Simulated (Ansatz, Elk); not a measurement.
# Bonding as seen by X-rays: ZnCr2As2

The structure of ZnCr2As2 used here is made up (a known structure type with other elements) and was relaxed beforehand with PBE. The aim is the Fourier transform of its all-electron density, F(hkl), set beside the sum over free spherical atoms that refinements use.

Program: Elk 11.2.3 (patched build). Level of theory: DFT, PBE, all-electron APW+lo, Dirac cores, scalar-relativistic bands, static density, ferromagnetic start. Results are calculated unless marked as measured.

The structure was built from a prototype and need not be the compound's stable phase.

## (1) Set-up

The structure is trigonal, space group P-3m1 (No. 164). The conventional cell has a = 4.426 Å, b = 4.426 Å, c = 4.992 Å, α = 90.00°, β = 90.00°, γ = 120.00°. Nearest to As lie 5 Cr at 2.47 to 2.62 Å and 3 Zn at 2.97 Å. Nearest to Zn lie 6 Cr at 2.73 Å and 6 As at 2.97 Å. Nearest to Cr lie 5 As at 2.47 to 2.62 Å and 3 Zn at 2.73 Å. Farther neighbours are not listed.

## (2) Ground state and structure factors

An all-electron density is needed, since X-rays see the cores too. Task 0 finds the density and task 195 Fourier-transforms it; tshift is off so that phases refer to the origin typed.

The input, elk.in:

```
tasks
  0
  195
  196

xctype
  20

spinpol
  .true.

rgkmax
  7.0

gmaxvr
  14.0

lmaxo
  7

lmaxapw
  8

swidth
  0.002

tshift
  .false.

ramdisk
  .false.

hmaxvr
  5.5

maxscl
  120

epspot
  1e-06

reducebf
  0.8

sppath
  './'

avec
  8.36373522795 0.00000000000 -0.00000000000
  -4.18186761398 7.24320717794 0.00000000000
  -0.00000000000 -0.00000000000 9.43266689983

atoms
  3
  'As.in'
  2
  0.6666666667 0.3333333333 0.3044452375   0.000000 0.000000 0.000000
  0.3333333333 0.6666666667 0.6955547625   0.000000 0.000000 0.000000
  'Zn.in'
  1
  0.0000000000 0.0000000000 0.0000000000   0.000000 0.000000 0.000000
  'Cr.in'
  2
  0.6666666667 0.3333333333 0.8090036099   0.000000 0.000000 -0.130000
  0.3333333333 0.6666666667 0.1909963901   0.000000 0.000000 -0.130000

ngridk
  5 5 4
```

The run is started by

```sh
$ OMP_NUM_THREADS=4 elk
```

Numbers of over 12 decimals in the logs are rounded to 6 here.

Output:

```text
┌─────────────────────────┐
│ Elk code version 11.2.3 │
└─────────────────────────┘

All units are atomic (Hartree, Bohr, etc.)

┌─────────────────────────────────────────────────┐
│ Ground-state run starting from atomic densities │
└─────────────────────────────────────────────────┘

Lattice vectors :
   8.363735228       0.000000000      -0.000000000
  -4.181867614       7.243207178       0.000000000
  -0.000000000      -0.000000000       9.432666900

Reciprocal lattice vectors :
  0.7512415369      0.4337295036       0.000000000
   0.000000000      0.8674590072       0.000000000
   0.000000000       0.000000000      0.6661091051

Unit cell volume      :    571.4334797
Brillouin zone volume :   0.4340841450

Muffin-tin inner radius fraction :   0.1000000000E-01

Nuclei treated as point charges

Species : 1 (As)
 parameters loaded from : As.in
 name : arsenic
 nuclear charge    :   -33.00000000
 electronic charge :    33.00000000
 atomic mass :    136573.7220
 muffin-tin radius :    2.311667921
 number of radial points in muffin-tin :    993
 inner part over the whole radius :   0.9971109377E-02
 number on inner part of muffin-tin    :    702
 approximate nuclear radius :   0.7712558785E-04
 number of mesh points to nuclear radius :    342
 atomic positions (lattice), magnetic fields (Cartesian) :
  1 :  -0.33333333  0.33333333  0.30444524    0.00000000  0.00000000  0.00000000
  2 :   0.33333333 -0.33333333 -0.30444524    0.00000000  0.00000000  0.00000000

Species : 2 (Zn)
 parameters loaded from : Zn.in
 name : zinc
 nuclear charge    :   -30.00000000
 electronic charge :    30.00000000
 atomic mass :    119233.3130
 muffin-tin radius :    2.400000000
 number of radial points in muffin-tin :    993
 inner part over the whole radius :   0.9843840322E-02
 number on inner part of muffin-tin    :    701
 approximate nuclear radius :   0.7484757725E-04
 number of mesh points to nuclear radius :    337
 atomic positions (lattice), magnetic fields (Cartesian) :
  1 :   0.00000000  0.00000000  0.00000000    0.00000000  0.00000000  0.00000000

Species : 3 (Cr)
 parameters loaded from : Cr.in
 name : chromium
 nuclear charge    :   -24.00000000
 electronic charge :    24.00000000
 atomic mass :    94783.09202
 muffin-tin radius :    2.311667921
 number of radial points in muffin-tin :    993
 inner part over the whole radius :   0.9967963653E-02
 number on inner part of muffin-tin    :    699
 approximate nuclear radius :   0.6987106690E-04
 number of mesh points to nuclear radius :    329
 atomic positions (lattice), magnetic fields (Cartesian) :
  1 :  -0.33333333  0.33333333 -0.19099639    0.00000000  0.00000000 -0.13000000
  2 :   0.33333333 -0.33333333  0.19099639    0.00000000  0.00000000 -0.13000000

Total number of atoms per unit cell :    5
Total muffin-tin volume :    264.8841949
 ratio of muffin-tin to unit cell volume :   0.4635433594

Spin treatment :
 spin-polarised
 global magnetic field (Cartesian) :    0.000000000       0.000000000       0.000000000
 collinear magnetisation in z-direction

Number of Bravais lattice symmetries :   24
Number of crystal symmetries         :   12
Crystal has inversion symmetry
Real symmetric eigensolver will be used

k-point grid :      5     5     4
k-point offset :    0.000000000       0.000000000       0.000000000
k-point set is reduced with full crystal symmetry group
Total number of k-points :       17

Muffin-tin radius times maximum |G+k| :    7.000000000
 using average radius
Maximum |G+k| for APW functions       :    3.005150394
Maximum (1/2)|G+k|²                   :    4.515464446
Maximum |G| for potential and density :    14.00000000
Constant for pseudocharge density :    8
 order of it for each species :   15  15  15
 order of it for pair densities of each species (exact exchange by exxq0 0: 16) :    9  10   9
Radial integration step length :    1

G-vector grid sizes :     40    40    45
Number of G-vectors :    26449

Maximum angular momentum used for
[...]
RMS change in Kohn-Sham potential (target) :    3.448582701     (  0.1000000000E-05)
Absolute change in total energy (target)   :    2.708645448     (  0.1000000000E-03)

[... loops 3 to 20 left out ...]

┌──────────────────┐
│ Loop number : 21 │
└──────────────────┘

Energies :
 Fermi                       :     0.277544
 sum of occupied eigenvalues :     -4858.7787250038
 electron kinetic            :      8578.8281842865
 core electron kinetic       :      7801.5450510807
 Coulomb                     :     -16661.698468438
 Coulomb potential           :     -12999.378842102
 nuclear-nuclear             :     -1207.4181700719
 electron-nuclear            :     -17942.320128057
 Hartree                     :      2488.0398296906
 Madelung                    :     -10162.009047387
 xc potential                :     -437.93850604183
 xc effective B-field        :    -0.289531
 external B-field            :      0.000000
 exchange                    :     -330.32014517407
 correlation                 :     -6.858757
 electron entropic           :    -0.62075620023040E-03
 total energy                :     -8420.0498071474
 (external B-field energy excluded from total)

Density of states at Fermi energy :    38.98179597
 (states/Hartree/unit cell)

Estimated indirect band gap :   0.6252101628E-02
 from k-point 7 to k-point 1
Estimated direct band gap   :   0.8227626963E-02
 at k-point 1

Charges :
 core                        :    68.00000000
 valence                     :    76.00000000
 interstitial                :    7.401489300
 muffin-tins (core leakage)
  species : 1 (As)
[...]
species : 2 (Zn)
[...]
species : 3 (Cr)
[...]
total in muffin-tins        :    136.5985107
 total calculated charge     :    143.9986278
 total charge                :    144.0000000
 error                       :   0.1372223520E-02

Moments :
 interstitial                :   0.4987075053
 muffin-tins
  species : 1 (As)
[...]
species : 2 (Zn)
[...]
species : 3 (Cr)
[...]
total in muffin-tins        :    5.138679426
 total moment                :    5.637386931

RMS change in Kohn-Sham potential (target) :   0.7920351723E-06 (  0.1000000000E-05)
Absolute change in total energy (target)   :   0.2360641338E-04 (  0.1000000000E-03)

Convergence targets achieved

┌──────────────────┐
│ Loop number : 22 │
└──────────────────┘

Energies :
 Fermi                       :     0.277544
 sum of occupied eigenvalues :     -4858.7787634507
 electron kinetic            :      8578.8281548132
 core electron kinetic       :      7801.5450435891
 Coulomb                     :     -16661.698457458
 Coulomb potential           :     -12999.378871085
 nuclear-nuclear             :     -1207.4181700719
 electron-nuclear            :     -17942.320076081
 Hartree                     :      2488.0397886951
 Madelung                    :     -10162.009021915
 xc potential                :     -437.93849692683
 xc effective B-field        :    -0.289524
 external B-field            :      0.000000
 exchange                    :     -330.32013878290
 correlation                 :     -6.858758
 electron entropic           :    -0.62072022493250E-03
 total energy                :     -8420.0498197673
 (external B-field energy excluded from total)

Density of states at Fermi energy :    38.97929038
 (states/Hartree/unit cell)

Estimated indirect band gap :   0.6249595949E-02
 from k-point 7 to k-point 1
Estimated direct band gap   :   0.8224800238E-02
 at k-point 1

Charges :
 core                        :    68.00000000
 valence                     :    76.00000000
 interstitial                :    7.401492699
 muffin-tins (core leakage)
  species : 1 (As)
[...]
species : 2 (Zn)
   atom 1                    :    28.93084829     (  0.8091007327E-04)
  species : 3 (Cr)
   atom 1                    :    22.54141361     ( -0.2213044770E-06)
   atom 2                    :    22.54141361     ( -0.2213044770E-06)
 total in muffin-tins        :    136.5985073
 total calculated charge     :    143.9986278
 total charge                :    144.0000000
 error                       :   0.1372221933E-02

Moments :
 interstitial                :   0.4987130927
 muffin-tins
  species : 1 (As)
[...]
species : 2 (Zn)
   atom 1                    :  -0.2305885216E-02
  species : 3 (Cr)
   atom 1                    :    2.714212950
   atom 2                    :    2.714212950
 total in muffin-tins        :    5.138631222
 total moment                :    5.637344315

┌──────────────────────────────┐
│ Self-consistent loop stopped │
└──────────────────────────────┘

Warning : core states of species 1 leak from the muffin-tin :   0.2442452717E-03

Wrote STATE.OUT
```

Run time: 3.9 min. Hardware: 4 threads of Arm Neoverse V2, shared host; peak memory 0.49 GiB; 12 min of CPU time.

SFACRHO.OUT:

```text

h k l indices transformed by vhmat matrix:
   1.000000000       0.000000000       0.000000000    
   0.000000000       1.000000000       0.000000000    
   0.000000000       0.000000000       1.000000000    

      h      k      l  multipl.   |H|            Re(F)            Im(F)           |F|

      0      0      0      1   0.0000000       144.00000     -0.10977619E-16   144.00000    
      0      0     -1      2  0.66610911       23.244052      0.39651163E-14   23.244052    
      0     -1      0      6  0.86745901      -23.158292      0.39651163E-14   23.158292    
      0     -1     -1      6   1.0937031       13.677737      0.39651163E-14   13.677737    
     -1      1      1      6   1.0937031       41.969828      0.16356105E-13   41.969828    
      0      0      2      2   1.3322182      -42.946939     -0.99127907E-14   42.946939    
      2     -1      0      6   1.5024831       107.74389      0.10098658E-15   107.74389    
      0      1     -2      6   1.5897454       7.6647154     -0.19825581E-14   7.6647154    
     -1      0      2      6   1.5897454       100.61272      0.11895349E-13   100.61272    
     -1      2      1     12   1.6435196       17.803977      -0.0000000       17.803977    
      0      2      0      6   1.7349180      -17.908410      -0.0000000       17.908410    
     -2      2      1      6   1.8583977       10.337931      0.99127907E-14   10.337931    
      0     -2     -1      6   1.8583977       36.601471     -0.19329942E-13   36.601471    
      0      0      3      2   1.9983273       32.436319      0.20816861E-13   32.436319    
      2     -1      2     12   2.0080490      -36.204803      0.99127907E-14   36.204803    
      0     -1      3      6   2.1784851       5.0019527     -0.28747093E-13   5.0019527    
      1     -1      3      6   2.1784851       22.395125      -0.0000000       22.395125    
      2      0     -2      6   2.1874062       6.4347264      0.59476744E-14   6.4347264
```

Elk indexes on the primitive cell of elk.in and gives |H| = 4π sin θ/λ in inverse bohr. Below, one row stands for each form hkl of the conventional cell (m members, Friedel mates merged), F is for one primitive cell and the density is static (no thermal factor). Free-atom factors are Waasmaier and Kirfel's, and R is Σm||F|−|F'||/Σm|F|.

| hkl | m | sin θ/λ (Å⁻¹) | abs F, DFT | neutral atoms | diff. |
| --- | --- | --- | --- | --- | --- |
| 001 | 2 | 0.100 | 23.244 | 23.263 | -0.019 |
| 100 | 6 | 0.130 | 23.158 | 23.034 | +0.124 |
| 011 | 6 | 0.165 | 13.678 | 14.131 | -0.454 |
| 101 | 6 | 0.165 | 41.970 | 41.461 | +0.509 |
| 002 | 2 | 0.200 | 42.947 | 43.281 | -0.334 |
| 110 | 6 | 0.226 | 107.744 | 108.580 | -0.836 |
| 102 | 6 | 0.239 | 7.665 | 7.636 | +0.029 |
| 012 | 6 | 0.239 | 100.613 | 101.480 | -0.867 |
| 111 | 12 | 0.247 | 17.804 | 18.225 | -0.421 |
| 200 | 6 | 0.261 | 17.908 | 18.121 | -0.213 |
| 201 | 6 | 0.280 | 10.338 | 10.647 | -0.309 |
| 021 | 6 | 0.280 | 36.602 | 36.641 | -0.039 |
| 003 | 2 | 0.300 | 32.436 | 32.781 | -0.345 |
| 112 | 12 | 0.302 | 36.205 | 36.461 | -0.256 |
| 103 | 6 | 0.328 | 5.002 | 4.966 | +0.036 |
| 013 | 6 | 0.328 | 22.395 | 22.532 | -0.137 |
| 022 | 6 | 0.329 | 6.435 | 6.657 | -0.222 |
| 202 | 6 | 0.329 | 87.005 | 87.446 | -0.441 |

## (3) The magnetisation density

The same run holds the spin density, and task 196 transforms it. The order is that of the start, and no other was tried.

SFACMAG_1.OUT:

```text

h k l indices transformed by vhmat matrix:
   1.000000000       0.000000000       0.000000000    
   0.000000000       1.000000000       0.000000000    
   0.000000000       0.000000000       1.000000000    

      h      k      l  multipl.   |H|            Re(F)            Im(F)           |F|

      0      0      0      1   0.0000000       5.6373446      0.87313227E-17   5.6373446    
      0      0     -1      2  0.66610911       1.7795672      -0.0000000       1.7795672    
      0     -1      0      6  0.86745901      -2.1537805      -0.0000000       2.1537805    
      0     -1     -1      6   1.0937031       2.7320902      0.24781977E-15   2.7320902    
     -1      1      1      6   1.0937031      -4.1860686      0.15178961E-14   4.1860686    
      0      0      2      2   1.3322182      -2.5779840     -0.12390988E-15   2.5779840    
      2     -1      0      6   1.5024831       2.8109403      0.79035613E-16   2.8109403    
      0      1     -2      6   1.5897454     -0.58000775      -0.0000000      0.58000775    
     -1      0      2      6   1.5897454       2.5983146     -0.43368459E-15   2.5983146    
     -1      2      1     12   1.6435196      0.94986019      -0.0000000      0.94986019    
      0      2      0      6   1.7349180      -1.2148251      -0.0000000       1.2148251    
     -2      2      1      6   1.8583977       1.2497317     -0.11151890E-14   1.2497317    
      0     -2     -1      6   1.8583977      -1.9975472      -0.0000000       1.9975472    
      0      0      3      2   1.9983273      -1.7267771      0.37172965E-15   1.7267771    
      2     -1      2     12   2.0080490      -1.3919964      0.12390988E-14   1.3919964    
      0     -1      3      6   2.1784851       1.3783676     -0.68150436E-15   1.3783676
```

The total moment is 5.64 μB a cell; sphere moments: As1 -0.14, As2 -0.14, Zn3 0.00, Cr4 +2.71, Cr5 +2.71 μB. Polarised neutrons measure spin and orbital magnetisation together; without spin-orbit coupling the run gives the spin part:

| hkl | sin θ/λ (Å⁻¹) | abs F_M (μB) |
| --- | --- | --- |
| 001 | 0.100 | 1.780 |
| 100 | 0.130 | 2.154 |
| 011 | 0.165 | 2.732 |
| 101 | 0.165 | 4.186 |
| 002 | 0.200 | 2.578 |
| 110 | 0.226 | 2.811 |
| 102 | 0.239 | 0.580 |
| 012 | 0.239 | 2.598 |
| 111 | 0.247 | 0.950 |
| 200 | 0.261 | 1.215 |
| 201 | 0.280 | 1.250 |
| 021 | 0.280 | 1.998 |
| 003 | 0.300 | 1.727 |
| 112 | 0.302 | 1.392 |

(Part 1 of 2 ends here.)

[Logs are printed without paths, hosts, clocks, repeated set-up lines and the standing remarks that a program may print on its own settings, such as how far it seeks lower states.]

[Hosts, paths, dates, database ids (printed as entryN), source tags and the programs' standing remarks are cut or masked in the printed files.]
